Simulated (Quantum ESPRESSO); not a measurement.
**How biaxial strain moves the moments of CuO (Tenorite)**

Wanted: the trend of the moments of CuO (Tenorite) with biaxial strain.

Calculated with Quantum ESPRESSO 7.5; PBE with U = 6 eV on Cu d (ortho-atomic projectors); plane waves with GBRV 1.5 PBE potentials, no spin-orbit coupling.

## Step 1: The structure

Symmetry: C2/c, No. 15, monoclinic system. Conventional cell: a = 4.684 Å, b = 3.423 Å, c = 5.129 Å, α = 90.00°, β = 99.54°, γ = 90.00°. Cu has 4 O at 1.95 to 1.96 Å nearest. Nearest to O lie 4 Cu at 1.95 to 1.96 Å. Farther neighbours and most contacts between anions are not listed.

As a file:

```cif
data_structure
_symmetry_space_group_name_H-M 'C2/c'
_symmetry_Int_Tables_number 15
_cell_length_a 4.6837
_cell_length_b 3.4226
_cell_length_c 5.1288
_cell_angle_alpha 90.000
_cell_angle_beta 99.540
_cell_angle_gamma 90.000
_cell_volume 81.08
loop_
_atom_site_label
_atom_site_type_symbol
_atom_site_symmetry_multiplicity
_atom_site_Wyckoff_symbol
_atom_site_fract_x
_atom_site_fract_y
_atom_site_fract_z
_atom_site_occupancy
Cu1 Cu 4 c 0.25000 0.25000 0.00000 1
O1 O 4 e 0.50000 0.91840 0.25000 1
```

The cell comes from the Crystallography Open Database.

## Step 2: Biaxial 0.96, ferro ++

Lengths in the Cartesian xy plane scale by the factor; z is kept. Atoms keep their fractional places. Seeded atoms are those given a starting moment.

File pw.in:

```
&CONTROL
  calculation = 'scf'
  prefix = 'pwscf'
  outdir = './tmp'
  pseudo_dir = './pseudo'
  disk_io = 'nowf'
  tprnfor = .true.
  tstress = .true.
/
&SYSTEM
  ibrav = 0
  nat = 4
  ntyp = 2
  ecutwfc = 40
  ecutrho = 280
  nbnd = 35
  occupations = 'smearing'
  smearing = 'fd'
  degauss = 0.00367493
  nspin = 2
  starting_magnetization(1) = 0.0526
  starting_magnetization(2) = 0
/
&ELECTRONS
  conv_thr = 8d-09
  electron_maxstep = 150
  mixing_beta = 0.3
/
ATOMIC_SPECIES
Cu     63.5460 cu_pbe_v1.2.uspp.F.UPF
O      15.9990 o_pbe_v1.2.uspp.F.UPF
CELL_PARAMETERS bohr
   4.2484369200   -3.1045327844    0.0000000000
   4.2484369200    3.1045327844    0.0000000000
  -1.5420662737    0.0000000000    9.5579879301
ATOMIC_POSITIONS crystal
Cu      0.0000000000    0.5000000000    0.0000000000
Cu      0.5000000000    0.0000000000    0.5000000000
O       0.5816000000    0.4184000000    0.2500000000
O       0.4184000000    0.5816000000    0.7500000000
K_POINTS automatic
8 8 4 0 0 0
HUBBARD {ortho-atomic}
U Cu-3d 6.0000
```

Launch:

```bash
> OMP_NUM_THREADS=1 mpirun -n 2 pw.x -nk 2 -in pw.in > pw.out
```

Output:

```text
Program PWSCF v.7.5 starts

     Message from routine setup:
     using ibrav=0 with symmetry is DISCOURAGED, use correct ibrav instead

     K-points division:     npool     =       2
     Subspace diagonalization in iterative solution of the eigenvalue problem:

     bravais-lattice index     =            0
     lattice parameter (alat)  =       5.2619  a.u.
     unit-cell volume          =     252.1285 (a.u.)^3
     number of atoms/cell      =            4
     number of atomic types    =            2
     number of electrons       =        50.00
     number of Kohn-Sham states=           35
     kinetic-energy cutoff     =      40.0000  Ry
     charge density cutoff     =     280.0000  Ry
     scf convergence threshold =      8.0E-09
     mixing beta               =       0.3000
     number of iterations used =            8  plain     mixing
     Exchange-correlation= SLA  PW   PBE  PBE
                           (   1   4   3   4   0   0   0)
     Hubbard projectors: ortho-atomic
     Hubbard parameters of DFT+U (Dudarev formulation) in eV:
     U(Cu-3d) =  6.0000

     Internal variables: lda_plus_u =T, lda_plus_u_kind = 0

     Internal variables: orbital_resolved =F, hub_pot_fix =F, apply_U = F

     celldm(1)=   5.261876  celldm(2)=   0.000000  celldm(3)=   0.000000
     celldm(4)=   0.000000  celldm(5)=   0.000000  celldm(6)=   0.000000

     crystal axes: (cart. coord. in units of alat)
               a(1) = (   0.807400  -0.590005   0.000000 )
               a(2) = (   0.807400   0.590005   0.000000 )
               a(3) = (  -0.293064   0.000000   1.816460 )

     reciprocal axes: (cart. coord. in units 2 pi/alat)
               b(1) = (  0.619272 -0.847451  0.099912 )
               b(2) = (  0.619272  0.847451  0.099912 )
               b(3) = ( -0.000000  0.000000  0.550521 )

     PseudoPot. # 1 for Cu read from file:
     cu_pbe_v1.2.uspp.F.UPF
     Pseudo is Ultrasoft + core correction, Zval = 19.0

     PseudoPot. # 2 for O  read from file:
     o_pbe_v1.2.uspp.F.UPF
     Pseudo is Ultrasoft + core correction, Zval =  6.0

     atomic species   valence    mass     pseudopotential
     Cu               19.00    63.54600     Cu( 1.00)
     O                 6.00    15.99900     O ( 1.00)

     Starting magnetic structure
     atomic species   magnetization
     Cu              0.053
     O               0.000

      4 Sym. Ops., with inversion, found ( 2 have fractional translation)

   Cartesian axes

     site n.     atom                  positions (alat units)
         1        Cu     tau(   1) = (   0.4036998   0.2950025   0.0000000  )
         2        Cu     tau(   2) = (   0.2571678  -0.2950025   0.9082300  )
         3        O      tau(   3) = (   0.7341337  -0.0962888   0.4541150  )
         4        O      tau(   4) = (   0.5876017   0.0962888   1.3623451  )

     number of k points=    78  Fermi-Dirac smearing, width (Ry)=  0.0037
                       cart. coord. in units 2pi/alat
        k(    1) = (   0.0000000   0.0000000   0.0000000), wk =   0.0039062
        k(    2) = (   0.0000000   0.0000000   0.1376303), wk =   0.0078125
        k(    3) = (   0.0000000   0.0000000  -0.2752607), wk =   0.0039062
        k(    4) = (   0.0774090   0.1059313   0.0124890), wk =   0.0156250
        k(    5) = (   0.0774090   0.1059313   0.1501193), wk =   0.0156250
        [... 73 further k-points ...]

     Dense  grid:    19927 G-vectors     FFT dimensions: (  30,  30,  54)

     Smooth grid:     8647 G-vectors     FFT dimensions: (  24,  24,  40)

     Check: negative core charge=   -0.000003
     Generating pointlists ...
     new r_m :   0.2823 (alat units)  1.4857 (a.u.) for type    1
     new r_m :   0.2823 (alat units)  1.4857 (a.u.) for type    2

     Initial potential from superposition of free atoms

     starting charge      48.0000, renormalised to      50.0000

     STARTING HUBBARD OCCUPATIONS:

     =================== HUBBARD OCCUPATIONS ===================
     ------------------------ ATOM    1 ------------------------
     Tr[ns(  1)] (up, down, total) =   5.00000  3.00000  8.00000
     Atomic magnetic moment for atom   1 =   2.00000
     [... lines left out ...]
     ------------------------ ATOM    2 ------------------------
     Tr[ns(  2)] (up, down, total) =   5.00000  3.00000  8.00000
     Atomic magnetic moment for atom   2 =   2.00000
     [... lines left out ...]
     Number of occupied Hubbard levels =   16.0000

     Atomic wfc used for Hubbard projectors are orthogonalized

     Starting wfcs are   34 randomized atomic wfcs +    1 random wfcs

     Self-consistent Calculation

     iteration #  1     ecut=    40.00 Ry     beta= 0.30
     Davidson diagonalization with overlap
     ethr =  1.00E-02,  avg # of iterations =  5.3

     =================== HUBBARD OCCUPATIONS ===================
     ------------------------ ATOM    1 ------------------------
     Tr[ns(  1)] (up, down, total) =   4.77790  3.76306  8.54096
     Atomic magnetic moment for atom   1 =   1.01484
     [... lines left out ...]
     ------------------------ ATOM    2 ------------------------
     Tr[ns(  2)] (up, down, total) =   4.77790  3.76306  8.54096
     Atomic magnetic moment for atom   2 =   1.01484
     [... lines left out ...]
     Number of occupied Hubbard levels =   17.0819

     total energy              =    -870.74412495 Ry
     estimated scf accuracy    <       3.52489445 Ry

     total magnetization       =     2.03 Bohr mag/cell
     absolute magnetization    =     2.48 Bohr mag/cell

     iteration #  2     ecut=    40.00 Ry     beta= 0.30
     Davidson diagonalization with overlap
     ethr =  7.05E-03,  avg # of iterations =  2.1

     total energy              =    -871.67576683 Ry
     estimated scf accuracy    <       0.69878984 Ry

     total magnetization       =     1.36 Bohr mag/cell
     absolute magnetization    =     1.42 Bohr mag/cell

     [... further iterations left out ...]

     iteration # 13     ecut=    40.00 Ry     beta= 0.30
     Davidson diagonalization with overlap
     ethr =  8.93E-10,  avg # of iterations =  1.0

     total energy              =    -871.78243873 Ry
     estimated scf accuracy    <       0.00000007 Ry

     total magnetization       =     2.00 Bohr mag/cell
     absolute magnetization    =     2.09 Bohr mag/cell

     iteration # 14     ecut=    40.00 Ry     beta= 0.30
     Davidson diagonalization with overlap
     ethr =  1.43E-10,  avg # of iterations =  2.0

     Magnetic moment per site  (integrated on atomic sphere of radius R)
     atom   1 (R=0.282)  charge= 16.3333  magn=  0.7000
     atom   2 (R=0.282)  charge= 16.3333  magn=  0.7000
     atom   3 (R=0.282)  charge=  5.3189  magn=  0.2767
     atom   4 (R=0.282)  charge=  5.3189  magn=  0.2767

     End of self-consistent calculation

     =================== HUBBARD OCCUPATIONS ===================
     ------------------------ ATOM    1 ------------------------
     Tr[ns(  1)] (up, down, total) =   4.93359  4.25765  9.19124
     Atomic magnetic moment for atom   1 =   0.67593
     [... lines left out ...]
     ------------------------ ATOM    2 ------------------------
     Tr[ns(  2)] (up, down, total) =   4.93359  4.25765  9.19124
     Atomic magnetic moment for atom   2 =   0.67593
     [... lines left out ...]
     Number of occupied Hubbard levels =   18.3825

     Number of k-points >= 100: set verbosity='high' to print the bands.

     the Fermi energy is    13.4985 ev

!    total energy              =    -871.78243880 Ry
     estimated scf accuracy    <          7.8E-09 Ry
     smearing contrib. (-TS)   =      -0.00001378 Ry
     internal energy E=F+TS    =    -871.78242501 Ry

     The total energy is F=E-TS. E is the sum of the following terms:
     one-electron contribution =    -596.46422099 Ry
     hartree contribution      =     328.38345360 Ry
     xc contribution           =     -92.45884129 Ry
     ewald contribution        =    -511.40704195 Ry
     Hubbard energy            =       0.16422562 Ry

     total magnetization       =     2.00 Bohr mag/cell
     absolute magnetization    =     2.09 Bohr mag/cell

     convergence has been achieved in  14 iterations

     Forces acting on atoms (cartesian axes, Ry/au):

     atom    1 type  1   force =     0.00000000    0.00000000    0.00000000
     atom    2 type  1   force =    -0.00000000    0.00000000   -0.00000000
     atom    3 type  2   force =     0.00000000   -0.01192373    0.00000000
     atom    4 type  2   force =     0.00000000    0.01192373    0.00000000

     Total force =     0.016863     Total SCF correction =     0.000058

     Computing stress (Cartesian axis) and pressure

          total   stress  (Ry/bohr**3)                   (kbar)     P=      294.30
   0.00229306  -0.00000000  -0.00012094          337.32       -0.00      -17.79
   0.00000000   0.00176508   0.00000000            0.00      259.65        0.00
  -0.00012094  -0.00000000   0.00194360          -17.79       -0.00      285.91

=------------------------------------------------------------------------------=
   JOB DONE.
=------------------------------------------------------------------------------=
```

It took 41 s on 2 MPI ranks of Intel Xeon 6975P-C (Granite Rapids), shared host; peak memory 0.32 GiB.

Spin moment in the atom's sphere by atom:

```
atom  spin moment in the atom's sphere (μB)
 Cu1                                  0.700
 Cu2                                  0.700
  O3                                  0.277
  O4                                  0.277
```

Read from the output:

- smearing term TS: 1.87e-4 eV
- pressure: 29.43 GPa
- magnetization: 1.999 μB
- absolute magnetization: 2.087 μB
- final state: ferromagnetic

## Step 3: Biaxial 0.96, antiferro +-

File pw.in:

```
&CONTROL
  calculation = 'scf'
  prefix = 'pwscf'
  outdir = './tmp'
  pseudo_dir = './pseudo'
  disk_io = 'nowf'
  tprnfor = .true.
  tstress = .true.
/
&SYSTEM
  ibrav = 0
  nat = 4
  ntyp = 3
  ecutwfc = 40
  ecutrho = 280
  nbnd = 34
  occupations = 'smearing'
  smearing = 'fd'
  degauss = 0.00367493
  nspin = 2
  starting_magnetization(1) = 0.0526
  starting_magnetization(2) = -0.0526
  starting_magnetization(3) = 0
/
&ELECTRONS
  conv_thr = 8d-09
  electron_maxstep = 150
  mixing_beta = 0.3
/
ATOMIC_SPECIES
Cu1    63.5460 cu_pbe_v1.2.uspp.F.UPF
Cu2    63.5460 cu_pbe_v1.2.uspp.F.UPF
O      15.9990 o_pbe_v1.2.uspp.F.UPF
CELL_PARAMETERS bohr
   4.2484369200   -3.1045327844    0.0000000000
   4.2484369200    3.1045327844    0.0000000000
  -1.5420662737    0.0000000000    9.5579879301
ATOMIC_POSITIONS crystal
Cu1     0.0000000000    0.5000000000    0.0000000000
Cu2     0.5000000000    0.0000000000    0.5000000000
O       0.5816000000    0.4184000000    0.2500000000
O       0.4184000000    0.5816000000    0.7500000000
K_POINTS automatic
8 8 4 0 0 0
HUBBARD {ortho-atomic}
U Cu1-3d 6.0000
U Cu2-3d 6.0000
```

Output:

```text
     [... lines left out ...]
Program PWSCF v.7.5 starts
     [... lines left out ...]
     number of atoms/cell      =            4
     [... lines left out ...]
     number of electrons       =        50.00
     number of Kohn-Sham states=           34
     kinetic-energy cutoff     =      40.0000  Ry
     charge density cutoff     =     280.0000  Ry
     scf convergence threshold =      8.0E-09
     [... lines left out ...]
      2 Sym. Ops., with inversion, found
     [... lines left out ...]
     number of k points=   132  Fermi-Dirac smearing, width (Ry)=  0.0037
     [... lines left out ...]
     iteration # 15     ecut=    40.00 Ry     beta= 0.30
     [... lines left out ...]
     Magnetic moment per site  (integrated on atomic sphere of radius R)
     atom   1 (R=0.282)  charge= 16.3436  magn=  0.6342
     atom   2 (R=0.282)  charge= 16.3436  magn= -0.6342
     atom   3 (R=0.282)  charge=  5.3111  magn= -0.0000
     atom   4 (R=0.282)  charge=  5.3111  magn= -0.0000
     [... lines left out ...]
     Tr[ns(  1)] (up, down, total) =   4.91558  4.29536  9.21094
     [... lines left out ...]
     Tr[ns(  2)] (up, down, total) =   4.29536  4.91558  9.21094
     [... lines left out ...]
     the Fermi energy is    13.3951 ev
!    total energy              =    -871.79111057 Ry
     estimated scf accuracy    <          6.2E-10 Ry
     smearing contrib. (-TS)   =      -0.00000024 Ry
     [... lines left out ...]
     total magnetization       =    -0.00 Bohr mag/cell
     absolute magnetization    =     1.65 Bohr mag/cell
     convergence has been achieved in  15 iterations
     [... lines left out ...]
     Total force =     0.017047     Total SCF correction =     0.000031
     [... lines left out ...]
          total   stress  (Ry/bohr**3)                   (kbar)     P=      287.43
     [... lines left out ...]
```

Run time: 68 s. Hardware: 2 MPI ranks; peak memory 0.41 GiB.

Spin moment in the atom's sphere by atom:

```
atom  spin moment in the atom's sphere (μB)
 Cu1                                  0.634
 Cu2                                 -0.634
  O3                                  0.000
  O4                                  0.000
```

Numbers from this step:

```
smearing term TS       : 3.20e-6 eV
pressure               : 28.74 GPa
magnetization          : 0 μB
absolute magnetization : 1.645 μB
final state            : antiferromagnetic
```

[end of part 1 of 2]

[Logs and program files are shortened in this print: banners, set-up blocks, solver, clock and traceback lines can be left out without a mark of their own.]

[Logs are printed without paths, hosts, clocks, repeated set-up lines and the standing remarks that a program may print on its own settings, such as how far it seeks lower states.]

[Hosts, paths, dates, database ids (printed as entryN), source tags and the programs' standing remarks are cut or masked in the printed files.]

[Where a cell is said to come from a database of computed structures, the database is the Materials Project.]
